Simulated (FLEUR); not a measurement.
# FePt (volume factor 0.96 on the database's cell): anisotropy by force theorems

Wanted: anisotropy for FePt (volume factor 0.96 on the database's cell), with the cost of each step.

Main program and level: FLEUR MaX-R8.1; PBE; all-electron FLAPW, Dirac cores, scalar-relativistic bands.

## 1. Set-up

The structure is tetragonal, space group P4/mmm (No. 123). Conventional cell: a = 2.687 Å, b = 2.687 Å, c = 3.670 Å, α = 90.00°, β = 90.00°, γ = 90.00°. Nearest to Fe lie 8 Pt at 2.64 Å and 4 Fe at 2.69 Å. Pt has 8 Fe at 2.64 Å and 4 Pt at 2.69 Å nearest. Farther neighbours are not listed.

As a file:

```
Fe Pt
1.0
     2.68669    0.00000    0.00000
     0.00000    2.68669    0.00000
     0.00000    0.00000    3.66972
Fe Pt
1 1
Direct
  0.00000 0.00000 0.00000
  0.50000 0.50000 0.50000
```

The cell is strained on purpose: volume factor 0.96 on the database's cell.

## 2. Self-consistent state

The force theorems are single passes in this state's potential, so it has to be converged first.

No symmetry is used, so that later steps may turn the spins freely; k and −k are joined. inpgen writes inp.xml from crystal.txt; cutoffs, mixing, functional, smearing and local orbitals are then set in the file. The k list scf (kpts.xml, not shown) is a Γ-centred 10×10×10 mesh; where the ranks do not divide the number of points, some are split in two of half the weight.

Input file inp.xml:

```
<?xml version="1.0" encoding="UTF-8" standalone="no"?>
<fleurInput fleurInputVersion="0.39">
   <comment>
      FePt
   </comment>
   <calculationSetup>
      <cutoffs Kmax="3.6" Gmax="10.8" GmaxXC="10.8" numbands="0"/>
      <scfLoop itmax="110" minDistance="0.00002" maxIterBroyd="15" imix="Anderson" alpha="0.05" precondParam="0.0" spinf="2.0" sdNocoIR="T"/>
      <coreElectrons ctail="F" frcor="F" kcrel="0" coretail_lmax="0"/>
      <xcFunctional name="pbe" relativisticCorrections="F"/>
      <magnetism jspins="2" l_noco="F" l_ss="F">
         <qss>0.0 0.0 0.0</qss>
         <mtNocoParams l_mperp="F" l_mtNocoPot="F" l_relaxSQA="F" mag_mixing_scheme="0" mix_RelaxWeightOffD="1.0" l_constrained="F" mix_constr="1.0"/>
         <sourceFreeMag l_sourceFree="F" l_scaleMag="F" mag_scale="1.0"/>
      </magnetism>
      <soc l_soc="F" theta="0.0" phi="0.0" spav="F"/>
      <expertModes spex="0" secvar="F"/>
      <geometryOptimization l_f="F" forcealpha="1.0" forcemix="BFGS" epsdisp="0.00001" epsforce="0.00001"/>
      <ldaU l_linMix="F" mixParam="0.05" spinf="1.0"/>
   </calculationSetup>
   <cell>
      <bzIntegration valenceElectrons="32.0" mode="hist" fermiSmearingEnergy="0.00183747">
         <kPointListSelection listName="scf"/>
         <xi:include xmlns:xi="http://www.w3.org/2001/XInclude" href="kpts.xml"> </xi:include>
      </bzIntegration>
      <xi:include xmlns:xi="http://www.w3.org/2001/XInclude" href="sym.xml"> </xi:include>
      <bulkLattice scale="1.0">
         <bravaisMatrix>
            <row-1>    5.0771109840099324     0.0000000000000000     0.0000000000000000</row-1>
            <row-2>    0.0000000000000000     5.0771109840099324     0.0000000000000000</row-2>
            <row-3>    0.0000000000000000     0.0000000000000000     6.9347725002893759</row-3>
         </bravaisMatrix>
      </bulkLattice>
   </cell>
   <atomSpecies>
      <species name="Iron (Fe) 2.800" element="Fe" atomicNumber="26">
         <mtSphere radius="2.43" gridPoints="803" logIncrement="0.015"/>
         <atomicCutoffs lmax="10" lnonsphr="8"/>
         <electronConfig flipSpins="F">
            <coreConfig>(1s1/2) (2s1/2) (2p1/2) (2p3/2)</coreConfig>
            <valenceConfig>(3s1/2) (3p1/2) (3p3/2) (4s1/2) (3d3/2) (3d5/2)</valenceConfig>
            <stateOccupation state="(3d3/2)" spinUp="1.4" spinDown="1.0"/>
            <stateOccupation state="(3d5/2)" spinUp="3.0" spinDown="0.6"/>
         </electronConfig>
         <energyParameters s="4" p="4" d="3" f="4"/>
         <lo type="SCLO" l="0" n="3" eDeriv="0"/>
         <lo type="SCLO" l="1" n="3" eDeriv="0"/>
      </species>
      <species name="Platinum (Pt)" element="Pt" atomicNumber="78">
         <mtSphere radius="2.43" gridPoints="803" logIncrement="0.017"/>
         <atomicCutoffs lmax="10" lnonsphr="8"/>
         <electronConfig flipSpins="F">
            <coreConfig>(1s1/2) (2s1/2) (2p1/2) (2p3/2) (3s1/2) (3p1/2) (3p3/2) (4s1/2) (3d3/2) (3d5/2) (4p1/2) (4p3/2) (5s1/2) (4d3/2) (4d5/2) (4f5/2) (4f7/2)</coreConfig>
            <valenceConfig>(5p1/2) (5p3/2) (6s1/2) (5d3/2) (5d5/2)</valenceConfig>
            <stateOccupation state="(6s1/2)" spinUp="0.500000" spinDown="0.500000"/>
            <stateOccupation state="(5d3/2)" spinUp="1.800000" spinDown="1.800000"/>
            <stateOccupation state="(5d5/2)" spinUp="2.700000" spinDown="2.700000"/>
         </electronConfig>
         <energyParameters s="6" p="6" d="5" f="5"/>
         <lo type="SCLO" l="1" n="5" eDeriv="0"/>
      </species>
   </atomSpecies>
   <atomGroups>
      <atomGroup species="Iron (Fe) 2.800">
         <relPos label="                   1">.0000000000 .0000000000 .0000000000</relPos>
         <force calculate="T" relaxXYZ="TTT"/>
         <nocoParams  alpha="0.0" beta="0.0"/>
      </atomGroup>
      <atomGroup species="Platinum (Pt)">
         <relPos label="                   2">1.000/2.000 1.000/2.000 1.000/2.000</relPos>
         <force calculate="T" relaxXYZ="TTT"/>
         <nocoParams  alpha="0.0" beta="0.0"/>
      </atomGroup>
   </atomGroups>
   <output dos="F" band="F" slice="F">
      <bandDOS minEnergy="-.5*Htr" maxEnergy="0.5*Htr" sigma="0.015" storeEVData="T"/>
      <plotting iplot="0" polar="F">
         <plot TwoD="T" vec1="  1.0  0.0  0.0" vec2="  0.0  1.0  0.0" vec3="  0.0  0.0  1.0" zero="  0.0  0.0  0.0" file="plot"/>
      </plotting>
      <moessbauerParams electricFieldGradient="F" isomerShift="F" coreHyperfine="F" valenceHyperfine="F"/>
   </output>
</fleurInput>
```

Input file crystal.txt:

```
FePt
&input film=F cartesian=F /
2.68669143000  0.00000000000  0.00000000000
0.00000000000  2.68669143000  0.00000000000
0.00000000000  0.00000000000  3.66972357000
1.8897261246
1.0 1.0 1.0

2
26 0.00000000000  0.00000000000  0.00000000000 : 2.800
78 0.50000000000  0.50000000000  0.50000000000

&kpt div1=10 div2=10 div3=10 gamma=T /
```

Launch:

```sh
OMP_NUM_THREADS=1 inpgen -f crystal.txt -nosym -noco > inpgen.log  # inp.xml is then edited as shown
OMP_NUM_THREADS=1 mpirun -n 4 fleur_MPI > fleur.log
```

The program printed:

```text
Welcome to FLEUR        (www.flapw.de)
      MaX-Release 8.1          (www.max-centre.eu)

 ========== k-point set info ==========
 Selected k-point list: scf
 k-point list type: mesh
 0 x 0 x 0
 Number of k points: 504

 ------------Calculation Setup---------------------------
 Number of MPI-tasks      :            4
 Number of PE/node        :            4
 Number of OMP-threads    :            1
 k-points in parallel     :            4
 pe's per k-point         :            1
 No of k-point loops      :          126
 Eigenvalue solver        :       lapack
 Number of basis functions:          160
 Approximate size of matrices (H+S) per k-point:         0.001 GB
 --------------------------------------------------------
 Complex matrix made real
 Complex matrix made real
 Iteration:     1   Distance:      40.57544285 me/bohr^3
 Iteration:     2   Distance:      16.56617573 me/bohr^3
 Iteration:     3   Distance:      13.40260378 me/bohr^3
 Iteration:     4   Distance:      10.18035227 me/bohr^3
 Iteration:     5   Distance:       9.66137008 me/bohr^3
 Iteration:     6   Distance:       9.73349697 me/bohr^3
 Iteration:     7   Distance:       4.04591084 me/bohr^3
 Iteration:     8   Distance:       4.02088684 me/bohr^3
 Iteration:     9   Distance:       1.68914245 me/bohr^3
 Iteration:    10   Distance:       1.37024468 me/bohr^3
 Iteration:    11   Distance:       0.86717089 me/bohr^3
 Iteration:    12   Distance:       0.30195272 me/bohr^3
 Iteration:    13   Distance:       0.05321334 me/bohr^3
 Iteration:    14   Distance:       0.04108372 me/bohr^3
 Iteration:    15   Distance:       0.01668216 me/bohr^3
 Iteration:    16   Distance:       0.01418851 me/bohr^3
 Iteration:    17   Distance:       0.01086653 me/bohr^3
 Iteration:    18   Distance:       0.00223060 me/bohr^3
 Iteration:    19   Distance:       0.00195516 me/bohr^3
 Iteration:    20   Distance:       0.00101671 me/bohr^3
 Iteration:    21   Distance:       0.00015398 me/bohr^3
 Iteration:    22   Distance:       0.00013838 me/bohr^3
 Iteration:    23   Distance:       0.00003448 me/bohr^3
 Iteration:    24   Distance:       0.00000976 me/bohr^3

 ********************************************************************
 Run finished successfully
 Stop message:
   all done
 ********************************************************************

--- out.xml (last complete iteration) ---
<iteration numberForCurrentRun="   24" overallNumber="   24">
         [... left out ...]
         <bandgap value="0.0231919267" units="eV"/>
         <sumValenceSingleParticleEnergies value="-17.5728075297" units="Htr"/>
         <FermiEnergy value="0.4530187578" units="Htr"/>
         <valenceDensity>
            <mtCharges spin="1">
               <mtCharge atomType="1" total="9.0547183" s="1.2189998" p="3.2370141" d="4.5626819" f="0.0266251"/>
               <mtCharge atomType="2" total="7.4119434" s="0.2511508" p="3.1716252" d="3.9553682" f="0.0261902"/>
            </mtCharges>
            <mtCharges spin="2">
               <mtCharge atomType="1" total="6.1234177" s="1.2108951" p="3.2420304" d="1.6370168" f="0.0248148"/>
               <mtCharge atomType="2" total="7.0040196" s="0.2676330" p="3.2081517" d="3.5006852" f="0.0215878"/>
            </mtCharges>
            <spinDependentCharge spin="1" total="17.6398625" interstitial="1.1732009" mtSpheres="16.4666617"/>
            <spinDependentCharge spin="2" total="14.3601375" interstitial="1.2327002" mtSpheres="13.1274373"/>
            <totalCharge value="32.0000000000"/>
         </valenceDensity>
         [... left out ...]
         <allElectronCharges>
            <spinDependentCharge spin="1" total="53.6398625" interstitial="1.1739870" mtSpheres="52.4658756"/>
            <spinDependentCharge spin="2" total="50.3601375" interstitial="1.2334905" mtSpheres="49.1266470"/>
            <totalCharge value="104.0000000070"/>
         </allElectronCharges>
         <magneticMomentsInMTSpheres units="muBohr">
            <globalMagMoment atomType="1" vec="0.00000   0.00000   2.93130"/>
            <localMagMoment atomType="1" vec="0.00000   0.00000   2.93130"/>
            <globalMagMoment atomType="2" vec="0.00000   0.00000   0.40793"/>
            <localMagMoment atomType="2" vec="0.00000   0.00000   0.40793"/>
         </magneticMomentsInMTSpheres>
         <moessbauerParams unitsHFF="kG" unitsIS="e/bohr^3" unitsEFG="Htr/bohr^2">
         </moessbauerParams>
         <totalEnergy value="   -19719.5464421668" units="Htr">
            <sumOfEigenvalues value="   -12059.0139689257">
               <coreElectrons value="-12041.4411613960"/>
               <valenceElectrons value="-17.5728075297"/>
            </sumOfEigenvalues>
            <densityCoulombPotentialIntegral value="-33919.9456835904"/>
            <densityEffectivePotentialIntegral value="-34460.2777327942"/>
            <chargeDenXCDenIntegral value="-413.3345230345"/>
            <FockExchangeEnergyValence value="0.0000000000"/>
            <FockExchangeEnergyCore value="0.0000000000"/>
            <atomTypeDependentContributions atomType="1">
               <electronNucleiInteractionDifferentMTs value="1521.5895035365"/>
               <MadelungTerm value="-10.0960766879"/>
            </atomTypeDependentContributions>
            <atomTypeDependentContributions atomType="2">
               <electronNucleiInteractionDifferentMTs value="23174.7023254568"/>
               <MadelungTerm value="-41.1149355245"/>
            </atomTypeDependentContributions>
            <tkbTimesEntropy value="0.0003400934"/>
            <freeEnergy value="-19719.5467822602"/>
            <extrapolationTo0K value="-19719.5466122135"/>
         </totalEnergy>
         <densityConvergence units="me/bohr^3">
            <chargeDensity spin="1" distance="0.0000050761"/>
            <chargeDensity spin="2" distance="0.0000073071"/>
            <overallChargeDensity distance="0.0000079454"/>
            <spinDensity distance="0.0000097566"/>
         </densityConvergence>
      </iteration>
```

Run time: 4.1 min. Hardware: 4 MPI ranks of Arm Neoverse V1, shared host; peak memory 0.61 GiB; 17 min of CPU time.

Read from the output:

```
free energy                                                       : -536596.2041 eV
program's band gap on this mesh (in a metal only a level spacing) : 0.02319 eV
magnetization                                                     : 3.280 μB
final state                                                       : ferromagnetic
largest moment                                                    : 2.931 μB
```

After 24 cycles the largest moment stands at 2.93 μB.

## 3. Energy against the direction of the moments, rung 1

Anisotropy is a small difference, so it is taken from sums over occupied states at a frozen potential, where most errors cancel.

One pass with spin–orbit coupling for each direction, from the saved density. Inversion lets half of the mesh serve, which the program's warning doesn't know. The k list mae (kpts.xml, not shown) is a Γ-centred 14×14×11 mesh.

Edit inp.xml of step 2 so:

```diff
@@ -6,4 +6,4 @@
    <calculationSetup>
-      <cutoffs Kmax="3.6" Gmax="10.8" GmaxXC="10.8" numbands="0"/>
-      <scfLoop itmax="110" minDistance="0.00002" maxIterBroyd="15" imix="Anderson" alpha="0.05" precondParam="0.0" spinf="2.0" sdNocoIR="T"/>
+      <cutoffs Kmax="3.6" Gmax="10.8" GmaxXC="10.8" numbands="72"/>
+      <scfLoop itmax="1" minDistance="0.00002" maxIterBroyd="15" imix="Anderson" alpha="0.05" precondParam="0.0" spinf="2.0" sdNocoIR="T"/>
       <coreElectrons ctail="F" frcor="F" kcrel="0" coretail_lmax="0"/>
@@ -15,3 +15,3 @@
       </magnetism>
-      <soc l_soc="F" theta="0.0" phi="0.0" spav="F"/>
+      <soc l_soc="T" theta="0.0" phi="0.0" spav="F"/>
       <expertModes spex="0" secvar="F"/>
@@ -22,3 +22,3 @@
       <bzIntegration valenceElectrons="32.0" mode="hist" fermiSmearingEnergy="0.00183747">
-         <kPointListSelection listName="scf"/>
+         <kPointListSelection listName="mae"/>
          <xi:include xmlns:xi="http://www.w3.org/2001/XInclude" href="kpts.xml"> </xi:include>
@@ -81,2 +81,5 @@
    </output>
+   <forceTheorem>
+      <MAE theta="0.0 1.5707963 1.5707963 0.7853982" phi="0.0 0.0 0.7853982 0.0"/>
+   </forceTheorem>
 </fleurInput>
```

Launch:

```sh
OMP_NUM_THREADS=1 mpirun -n 4 fleur_MPI -warn_only > fleur.log
```

The program printed:

```text
[banner, memory and clock lines left out]
Welcome to FLEUR        (www.flapw.de)
      MaX-Release 8.1          (www.max-centre.eu)
************FLEUR-Warning*****************
Error message: k-point set is not compatible to missing time-reversal symmetry in calculation.
Error occurred in subroutine: gen_bz
Error from PE:0/4
Other PEs with error messages:
     1-k-point set is not compatible to missing time-reversal symmetry in calculation.
     3-k-point set is not compatible to missing time-reversal symmetry in calculation.
*****************************************

 ========== k-point set info ==========
 Selected k-point list: mae
 k-point list type: mesh
 0 x 0 x 0
 Number of k points: 1080

************FLEUR-Warning*****************
Error message: k-point set is not compatible to missing time-reversal symmetry in calculation.
Error occurred in subroutine: gen_bz
Error from PE:1/4
*****************************************
 [... set-up left out ...]
 ********************************************************************
 Run finished successfully
 Stop message:
   Forcetheorem MAE
 ********************************************************************

--- out.xml (force theorem) ---
<Forcetheorem_MAE Angles="4" units="Htr">
            <Angle theta="0.0000000" phi="0.0000000" ev-sum="-17.618809972"/>
            <Angle theta="1.5707963" phi="0.0000000" ev-sum="-17.618711291"/>
            <Angle theta="1.5707963" phi="0.7853982" ev-sum="-17.618713729"/>
            <Angle theta="0.7853982" phi="0.0000000" ev-sum="-17.618763285"/>
         </Forcetheorem_MAE>
```

Wall time 1.8 min (4 MPI ranks); peak memory 1.1 GiB.

Anisotropy energies, by row:

```
                              axis       x       y       z  band energy less the first axis' (meV a cell)
                             [001]       0       0       1                                              0
                             [100]       1       0       0                                          2.685
                             [110]  0.7071  0.7071       0                                          2.619
45 degrees from [001] toward [100]  0.7071       0  0.7071                                           1.27
```

Indices are those of the standard conventional cell; x, y, z give the same directions in the axes of the input.

## 4. Anisotropy by the force theorem, rung 2

A second rung shows how far the first can be trusted.

The k list mae (kpts.xml, not shown) is a Γ-centred 21×21×15 mesh.

inp.xml is that of step 3.

The program printed:

```text
[banner, memory and clock lines left out]
Welcome to FLEUR        (www.flapw.de)
      MaX-Release 8.1          (www.max-centre.eu)
************FLEUR-Warning*****************
Error message: k-point set is not compatible to missing time-reversal symmetry in calculation.
Error occurred in subroutine: gen_bz
Error from PE:0/4
Other PEs with error messages:
     2-k-point set is not compatible to missing time-reversal symmetry in calculation.
*****************************************

 ========== k-point set info ==========
 Selected k-point list: mae
 k-point list type: mesh
 0 x 0 x 0
 Number of k points: 3308

 [... set-up left out ...]
 ********************************************************************
 Run finished successfully
 Stop message:
   Forcetheorem MAE
 ********************************************************************

--- out.xml (force theorem) ---
<Forcetheorem_MAE Angles="4" units="Htr">
            <Angle theta="0.0000000" phi="0.0000000" ev-sum="-17.618800052"/>
            <Angle theta="1.5707963" phi="0.0000000" ev-sum="-17.618702527"/>
            <Angle theta="1.5707963" phi="0.7853982" ev-sum="-17.618701850"/>
            <Angle theta="0.7853982" phi="0.0000000" ev-sum="-17.618751436"/>
         </Forcetheorem_MAE>
```

Run time: 5.3 min. Hardware: 4 MPI ranks; peak memory 2.7 GiB; 21 min of CPU time.

Anisotropy energies, by row:

```
                              axis       x       y       z  band energy less the first axis' (meV a cell)
                             [001]       0       0       1                                              0
                             [100]       1       0       0                                          2.654
                             [110]  0.7071  0.7071       0                                          2.672
45 degrees from [001] toward [100]  0.7071       0  0.7071                                          1.323
```

[end of part 1 of 2]

[Logs and program files are shortened in this print: banners, set-up blocks, solver, clock and traceback lines can be left out without a mark of their own.]

[Logs are printed without paths, hosts, clocks, repeated set-up lines and the standing remarks that a program may print on its own settings, such as how far it seeks lower states.]

[Hosts, paths, dates, database ids (printed as entryN), source tags and the programs' standing remarks are cut or masked in the printed files.]

[Where a cell is said to come from a database of computed structures, the database is the Materials Project.]
